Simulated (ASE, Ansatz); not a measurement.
**Σ19 (111) twist boundary in Li (551 atoms): a single point**

Wanted: forces and levels of Σ19 (111) twist boundary in Li (551 atoms).

Program: Ansatz 0.2.0. Level of theory: Kohn-Sham DFT, PBE, PAW (set soft_2), localised support functions (medium). Results are calculated unless marked as measured.

## 1. Starting point

The cell holds 551 atoms: 551 Li. Cell: a = 21.637 Å, b = 21.637 Å, c = 30.997 Å, α = 90.0°, β = 90.0°, γ = 120.0°. It derives from Li (bcc). Bcc Li (a = 3.51 Å); two grains turned against each other by 46.83 deg about [111]; 1 x 1 coincidence cells, 5 lattice periods a grain, two boundaries a cell, upper grain shifted by [0.227, 0.782] of the boundary cell and opened by 0.3 Å, one atom of each pair nearer than 2.28 Å removed; not relaxed, displaced by a Gaussian of 0.02 Å. Regions: lower grain, 285 atoms (285 Li); upper grain, 266 atoms (266 Li).

What the set-up can't give: The host structure and its lattice constant were typed by rule, without a check against the phase diagram. The electron count is odd and the run has no spin polarisation, so levels at the top are partly filled by construction. Only the Γ point is sampled, in a cell whose shortest periodic width is 19 Å.

## 2. Support functions medium

One self-consistent run at the given positions yields energy and forces.

File input.yaml:

```yaml
crystal:
  lattice:
    - [21.63709, 0.0, 0.0]
    - [-10.81855, 18.73827, 0.0]
    - [0.0, 0.0, 30.99749]
  atoms:
    - { symbol: Li, position: [0.94849, 0.3697, 0.99919] }
    - { symbol: Li, position: [0.84361, 0.10543, 0.99981] }
    - { symbol: Li, position: [0.96547, 0.24458, 0.03298] }
    - { symbol: Li, position: [0.98128, 0.12199, 0.06534] }
    - { symbol: Li, position: [0.89356, 0.73567, 0.99999] }
    - { symbol: Li, position: [0.78821, 0.47517, 0.99906] }
    - { symbol: Li, position: [0.91132, 0.61381, 0.03347] }
    - { symbol: Li, position: [0.68438, 0.21, 0.99988] }
    - { symbol: Li, position: [0.80571, 0.34973, 0.03193] }
    - { symbol: Li, position: [0.93, 0.49163, 0.06626] }
    - { symbol: Li, position: [0.70212, 0.08732, 0.03405] }
    - { symbol: Li, position: [0.82539, 0.22786, 0.06495] }
    - { symbol: Li, position: [0.9474, 0.36923, 0.09846] }
    - { symbol: Li, position: [0.84179, 0.10742, 0.09802] }
    - { symbol: Li, position: [0.96611, 0.24799, 0.13064] }
    - { symbol: Li, position: [0.98202, 0.1224, 0.16382] }
    - { symbol: Li, position: [0.7374, 0.84125, 4.0e-05] }
    - { symbol: Li, position: [0.85966, 0.98181, 0.03261] }
    - { symbol: Li, position: [0.63199, 0.57836, 0.99972] }
    - { symbol: Li, position: [0.75297, 0.71736, 0.03332] }
    - { symbol: Li, position: [0.87649, 0.86033, 0.06567] }
    - { symbol: Li, position: [0.5275, 0.31562, 0.00071] }
    - { symbol: Li, position: [0.64852, 0.45645, 0.03213] }
    - { symbol: Li, position: [0.77099, 0.59582, 0.066] }
    - { symbol: Li, position: [0.89509, 0.73688, 0.09851] }
    - { symbol: Li, position: [0.42141, 0.05412, 0.00173] }
    - { symbol: Li, position: [0.54248, 0.19094, 0.03296] }
    - { symbol: Li, position: [0.66661, 0.33415, 0.06552] }
    - { symbol: Li, position: [0.7901, 0.47495, 0.09792] }
    - { symbol: Li, position: [0.91158, 0.61346, 0.13073] }
    - { symbol: Li, position: [0.56097, 0.06976, 0.06431] }
    - { symbol: Li, position: [0.68422, 0.21044, 0.09835] }
    [... 513 atom lines left out ...]
    - { symbol: Li, position: [0.52406, 0.16657, 0.95755] }
    - { symbol: Li, position: [0.613, 0.86891, 0.92345] }
    - { symbol: Li, position: [0.22757, 0.78071, 0.8924] }
    - { symbol: Li, position: [0.24441, 0.92217, 0.92517] }
    - { symbol: Li, position: [0.26222, 0.06294, 0.95688] }
    - { symbol: Li, position: [0.36762, 0.90498, 0.95785] }
kpoints:
  mp_grid: { grid: [1, 1, 1] }
hamiltonian:
  xc: pbe
scf:
  occupations: { method: cold, width: 0.15 }
  eigensolver: { kind: { support_functions: { accuracy: medium } } }
  mixing: { beta: 0.2 }
  max_iter: 150
output:
  forces: true
```

The run is started by

```sh
$ ansatz run input.yaml --threads 8 --pin off --max-ram 15872MiB --backend cpu --events-out ev --progress --plain --runs-dir out
```

Numbers of over 12 decimals in the logs are rounded to 6 here.

Output:

```text
Warning: scf.eigensolver.kind.support_functions: disabling space-group detection — the functions' gradient is summed over unrotated k-points, so no spatial operation reduces the k-mesh or symmetrises the density; time reversal is kept, so that k and −k are solved as one point where they differ and the mesh holds both, and exact exchange and, on two spinor components, a DFT+U term hold to it where the run has them: [...]
settings of this run that can trade accuracy for cost: scf.eigensolver.kind.support_functions [...]
Engine: ansatz 0.2.0, x86_64-unknown-linux-gnu
Pseudopotentials: kind: paw
Pseudopotential: Li, paw, valence charge 3, recommended cutoff 420 eV (normal), Li.paw.azcp
[... 5 lines on functional and potentials left out ...]
Crystal: 551 atoms, lattice volume = 12567.673 Å³
Basis set: ecut = 420 eV, 245557 PW (Γ), exchange–correlation on 300×300×432 points (8 copies of the dense FFT grid, shifted against one another)
Bands: 992, of which v1, the nominal top of the filled ones, is band 827 counted from 1 (826 counted from 0)
Symmetry: 1 space group operations
k-points: 1
[... 3 lines on functional and potentials left out ...]
Initial density: superposition of atomic densities (chi_scale 0.1, normalization cell)
Initial wavefunctions: pseudopotential atomic-orbital guess
Eigensolver: Support functions (medium, 90×90×144 points, laid for a spacing of at most 0.257060 Å, radius 4.190621 Å, up to 4.288483 Å in less dense regions, 1 species' potentials softened for the grid, 1 wholly corrected for its errors in the mean over positions, 1 with the egg-box correction, energy correction by stochastic trace)
Functional: x = pbe(κ = 0.804, μ = 0.219515), c = pbe(β = 0.066725)
SCF iter   1: F=—  HF=-112732.680481 eV  |F-HF|=—  |Δ(HF+E_count)|=         —  Δρ=7.83e-3  dr2=2.00e2  ethr=1.00e-1
preconditioner: auto → Resta (q_TF=auto, 1.946 Å⁻¹)  ε∞=30.0  [metal: Δε(μ)=0.005 eV  Ē_g=2.042 eV  σ=0.150 eV  W_gap=0.02  n_scr=1554 (ndim 8)  ℏωp=7.8 eV  f_vac=0.000  D(μ)=175.77/eV (n_scr^D=914)  ε∞_Penn≈15.5]
SCF iter   2: F=—  HF=-112766.770339 eV  |F-HF|=—  |Δ(HF+E_count)|=    3.41e1  S|Δr|=    0.00e0  Δρ=6.35e-3  dr2=1.22e2  ethr=1.21e-2
SCF iter   3: F=—  HF=-112764.905730 eV  |F-HF|=—  |Δ(HF+E_count)|=    1.86e0  S|Δr|=    0.00e0  Δρ=5.34e-3  dr2=7.85e1  ethr=7.35e-3  κ⁻¹=1.0e0(r=1)
SCF iter   4: F=—  HF=-112758.074527 eV  |F-HF|=—  |Δ(HF+E_count)|=    6.83e0  S|Δr|=    0.00e0  Δρ=1.83e-3  dr2=3.02e0  ethr=4.75e-3  κ⁻¹=7.4e-5(r=2)
SCF iter   5: F=—  HF=-112757.849022 eV  |F-HF|=—  |Δ(HF+E_count)|=   2.26e-1  S|Δr|=    0.00e0  Δρ=1.33e-3  dr2=1.51e0  ethr=1.83e-4  κ⁻¹=5.5e-5(r=3)
SCF iter   6: F=—  HF=-112757.574420 eV  |F-HF|=—  |Δ(HF+E_count)|=   2.75e-1  S|Δr|=    0.00e0  Δρ=4.20e-4  dr2=1.23e-1  ethr=9.12e-5  κ⁻¹=3.3e-6(r=4)
SCF iter   7: F=—  HF=-112757.572961 eV  |F-HF|=—  |Δ(HF+E_count)|=   1.46e-3  S|Δr|=    0.00e0  Δρ=2.83e-4  dr2=6.18e-2  ethr=7.41e-6  κ⁻¹=2.7e-6(r=5)
SCF iter   8: F=—  HF=-112757.568597 eV  |F-HF|=—  |Δ(HF+E_count)|=   4.36e-3  S|Δr|=    0.00e0  Δρ=1.22e-4  dr2=9.25e-3  ethr=3.74e-6  κ⁻¹=1.7e-7(r=6)
SCF iter   9: F=—  HF=-112757.571526 eV  |F-HF|=—  |Δ(HF+E_count)|=   2.93e-3  S|Δr|=    0.00e0  Δρ=5.46e-5  dr2=3.22e-3  ethr=5.60e-7  κ⁻¹=1.0e-7(r=7)
SCF iter  10: F=—  HF=-112757.573781 eV  |F-HF|=—  |Δ(HF+E_count)|=   2.25e-3  S|Δr|=    0.00e0  Δρ=3.14e-5  dr2=5.80e-4  ethr=1.95e-7  κ⁻¹=4.1e-8(r=7)
SCF iter  11: F=—  HF=-112757.575832 eV  |F-HF|=—  |Δ(HF+E_count)|=   2.05e-3  S|Δr|=    0.00e0  Δρ=1.27e-5  dr2=4.99e-4  ethr=3.51e-8  κ⁻¹=3.8e-7(r=7)
SCF iter  12: F=—  HF=-112757.577439 eV  |F-HF|=—  |Δ(HF+E_count)|=   1.61e-3  S|Δr|=    0.00e0  Δρ=6.08e-6  dr2=2.25e-5  ethr=3.02e-8  κ⁻¹=2.5e-7(r=7)
SCF iter  13: F=—  HF=-112757.578811 eV  |F-HF|=—  |Δ(HF+E_count)|=   1.37e-3  S|Δr|=    0.00e0  Δρ=3.05e-6  dr2=1.15e-5  ethr=1.36e-9  κ⁻¹=4.8e-7(r=7)
SCF iter  14: F=-112757.578810 eV  HF=-112757.578811 eV  |F-HF|=9.40e-7  |Δ(HF+E_count)|=   1.13e-7  S|Δr|=    0.00e0  Δρ=1.61e-6  dr2=1.48e-6  ethr=6.95e-10
SCF 1 converged in 14 iterations: F = -112757.600258 eV  dr2 = 1.48e-6
  greatest PAW one-centre occupation: 1.000 electrons in one spin orbital (limit 2), on the Li atom at site 16 (counted from 0), in its partial waves of l = 0
SCF converged after 14 iterations
Stability not checked: this state was not tested for a lower state beside it, because cold or Methfessel-Paxton smearing, or corrected tetrahedra, fill the levels in a way that the test cannot read (fill_not_monotonic; see scf.lower_state_search)
Free energy (F): -112757.600258 eV
Harris-Foulkes:  -112757.600258 eV  (|F-HF|=9.40e-7)
Internal energy: -112757.133677 eV  (E = F + TS)
E sigma→0 (E₀):  -112757.444731 eV
Entropy (-TS):   -0.466581 eV (-0.847 meV/atom)
Fermi energy:    0.623920 eV
--- Per-component energies (eV) ---
  E_band       = -51135.048540
  E_kinetic    = 11516.196016
  E_local      = -77555.121665  (includes V_loc(G=0)·N_el)
  E_nonlocal   = -18336.180350
  E_softening  = -0.046771  (part of E_nonlocal)
  E_grid_corr  = -0.007662  (part of E_nonlocal)
  E_hartree    = 23611.873737
  E_xc         = -5458.936272
  E_vxc        = -7024.380950  (∫ρ·V_xc dr)
  E_paw        = -11570.569919  (= ΣΔE_a)
  E_vpaw       = -6959.337520  (= ΣTr[D̂ρ^β])
  E_aug_tail   = 0.008070  (compensation charges beyond the density's cutoff)
  E_ewald      = -34964.381846
  E_smearing   = -0.466581  (= −TS)
  E_closure    = -0.000000  (closes the sum)
  E_support_correction = -0.021448  (second-order, or where that is not computed along the SCF)
  E_support_correction_error = 2.1e-3  (of E_support_correction; not in F)
  Σ components = -112757.600258   (vs F -112757.600258, Δ=0.00e0)
--- Forces (eV/Å), atoms counted from 1 ---
  atom   1  Li    -0.22995885    -0.20202493     0.73673161
  atom   2  Li     0.13559514    -0.02904317    -0.13361750
  atom   3  Li    -0.02748236     0.09716851    -0.07448810
  atom   4  Li     0.01105147     0.01204174    -0.07265556
  atom   5  Li    -0.11919495    -0.14815640    -0.09581170
  atom   6  Li     0.75203423     0.06087656     0.55573882
  atom   7  Li     0.04195866    -0.01377862    -0.02929166
  atom   8  Li    -0.54255767    -0.52699405     0.34163696
  atom   9  Li    -0.05938056     0.22984694     0.16953493
  atom  10  Li    -0.00590294     0.00533964    -0.14213159
  atom  11  Li     0.02532600     0.08338455    -0.03393856
  atom  12  Li    -0.07560354     0.03328428    -0.16633153
  atom  13  Li     0.00487920    -0.02153347    -0.06853686
  atom  14  Li     0.04933291    -0.03868988    -0.01300004
[...]
atom 550  Li     0.15138512    -0.40882298    -0.74618200
  atom 551  Li    -0.24770073     0.31343939    -0.46227544
  max |Σ_I F_I| component: 2.16e-3 eV/Å
--- Band table (eV) ---
  k-point 0: bands = ["-46.6415", "-46.6193", "-46.6186", "-46.6115", [... 844 levels ...], "0.7943", "0.8037", "0.9214", "0.9286", "0.9316", "0.9373", "0.9473", "0.9519", "0.9530", "0.9581", "0.9709", "0.9781"]
  guard bands above this table: 132 of the run's 992 bands (output.publish_guard_bands: true publishes all)
settings of this run that can trade accuracy for cost: scf.eigensolver.kind.support_functions [...]
```

Run time: 4.7 min. Hardware: 8 threads of Intel Xeon Platinum 8488C (Sapphire Rapids), shared host; peak memory 12 GiB.

The program notes that the band table was not solved further than the SCF left it and it switched symmetry off.

The run gave:

```yaml
free_energy: -112757.6003 eV
free_energy_per_atom: -204.6417 eV/atom
scf_cycles: 14
r_m_s_force_component: 0.1353 eV/Å
longest_force: 1.053 eV/Å
fermi_energy: 0.6239 eV
levels_partly_filled_by_over_2_per_cent: 45
```

Length of the force by element:

```csv
element,coordination,atoms,mean length of the force (eV/Å),spread,least,most
Li,all,551,0.141,0.187,0.0073,1.05
```

By region:

```csv
region,atoms,mean length of the force (eV/Å)
lower grain,285,0.139
upper grain,266,0.143
```

The levels nearest the highest filled one (over half full), pooled over k-points and spins:

```
level less the highest filled one (eV)  occupation
                               -0.0218        1.23
                               -0.0165        1.17
                               -0.0109        1.12
                                -0.008        1.09
                               -0.0051        1.06
                                     0        1.01
                                0.0071        0.94
                                0.0263       0.761
                                0.0321        0.71
                                0.0409       0.635
                                0.0465       0.591
                                0.0513       0.554
```

## 3. Structure statistics

Bonds and neighbours are counted at the geometry of the runs.

Density 0.505 g/cm³, 22.81 Å³ an atom.

Pair distribution function in bins of 0.2 Å:

```
r (Å)  total
 2.30   0.05
 2.50   0.10
 2.70   0.06
 2.90   0.55
 3.10   6.64
 3.30   0.06
 3.50   3.92
 3.70   0.09
 3.90   0.08
 4.10   0.07
 4.30   0.09
 4.50   0.12
 4.70   0.11
 4.90   3.55
 5.10   0.47
 5.30   0.12
 5.50   0.17
 5.70   1.38
 5.90   4.05
 6.10   1.69
 6.30   0.16
 6.50   0.21
 6.70   0.20
 6.90   0.39
 7.10   0.77
 7.30   0.20
 7.50   0.34
 7.70   3.05
```

The first maximum of g(r) stands at about 3.04 Å.

The surroundings of Li526, which bears the longest force, nearest first, numbered as they follow in the input and with coordinates relative to it.

```
 atom      x      y      z  distance (Å)      Fx      Fy  Fz (eV/Å)
Li526   0.00   0.00   0.00          0.00  -0.480  -0.428     -0.834
  Li6   1.78   0.82   1.25          2.32   0.752   0.061      0.556
 Li23  -1.04   0.47   2.27          2.54  -0.214   0.103      0.453
Li525   1.12  -2.63  -1.05          3.04  -0.050   0.053      0.075
Li488   1.71   2.32  -1.07          3.08  -0.092   0.227     -0.094
Li480  -0.03   0.00  -3.09          3.09   0.050   0.020      0.100
Li521  -2.90   0.31  -1.05          3.10   0.036   0.030      0.150
 Li22  -2.14  -2.17   1.30          3.31   0.252  -0.050     -0.070
Li487   2.82  -0.33  -2.06          3.51  -0.038   0.021      0.178
Li481  -1.17   2.63  -2.06          3.54   0.022  -0.088      0.052
Li520  -1.72  -2.31  -2.06          3.54  -0.032   0.018      0.061
```

## 4. What came out

| Quantity | Value |
| --- | --- |
| free energy per atom | -204.6417 eV/atom |
| density | 0.5052 g/cm³ |
| r.m.s. force component | 0.1353 eV/Å |
| wall time of the 1 DFT run | 4.7 min |

In words: 45 levels are partly filled, by over 2 % (at Γ alone), as in a metal.

What to keep in mind: The geometry was built by rule, was displaced at random and isn't relaxed at this level: its force components are 0.14 eV/Å r.m.s.

[Logs are printed without paths, hosts, clocks, repeated set-up lines and the standing remarks that a program may print on its own settings, such as how far it seeks lower states.]

[Hosts, paths, dates, database ids (printed as entryN), source tags and the programs' standing remarks are cut or masked in the printed files.]
